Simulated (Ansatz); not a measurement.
**BaZnPF (P4/nmm): how ε∞ follows the gap**

The empty bands of BaZnPF (P4/nmm) are shifted up rigidly by Δ, and ε∞ along x is computed for each shift. x, y and z are the Cartesian axes of the input cell.

Cell: a, b, c = 4.156, 4.156, 9.457 Å (primitive vectors), 8 atoms.

Method: Ansatz 0.2.0, PBEsol, independent particles, k-mesh 6×6×4 with interpolation inside its cells, Gaussian parameter 0.1 eV.

Launch of the response step: `ansatz run input.yaml --threads 4 --pin off --max-ram 8192MiB --backend cpu --events-out ev --progress --plain --runs-dir out`. The series took 6.0 min in all, on 4 threads of Intel(R) Xeon(R) Processor @ 2.70GHz, on a shared host.

| Δ (eV) | ε∞ along x |
| --- | --- |
| 0.00 | 9.174 |
| 0.40 | 8.420 |
| 0.80 | 7.809 |
| 1.20 | ? |
| 1.60 | 6.874 |
| 2.00 | 6.505 |

With one effective transition at E₀ and fixed dipole strength, ε∞ − 1 = A/(E₀ + Δ), so 1/(ε∞ − 1) is linear in Δ.

Working, on the rows shown:

| x = Δ (eV) | y = 1/(ε∞ − 1) |
| --- | --- |
| 0 | 0.122339 |
| 0.4 | 0.134771 |
| 0.8 | 0.146864 |
| 1.6 | 0.170242 |
| 2 | 0.181653 |

Means: x̄ = 0.96, ȳ = 0.15117. Σ(x − x̄)(y − ȳ) = 0.08146, Σ(x − x̄)² = 2.752. Slope = 0.08146 / 2.752 = 0.0296; intercept = ȳ − slope · x̄ = 0.12276. Turned back into ε∞ along x, the line misses the rows shown by at most 0.028.

Task: Fill in the last column of the withheld row.

Result: At x = 1.2 the line gives y = 0.15828, that is 7.318. The run gave 7.303, so the interpolation is off by 0.015, 0.6 % of the range in the table.

Refitted with all rows, the slope is 0.02963 and the intercept 0.12279. These give E₀ = intercept/slope = 4.1 eV, far above the least direct gap of 0.36 eV: most of the screening comes from transitions well over the edge. Over the first step ε∞ falls by 21 % per eV. Excitons are left out and so are local fields; PBEsol gaps are as a rule too small. Spin-orbit coupling is left out.
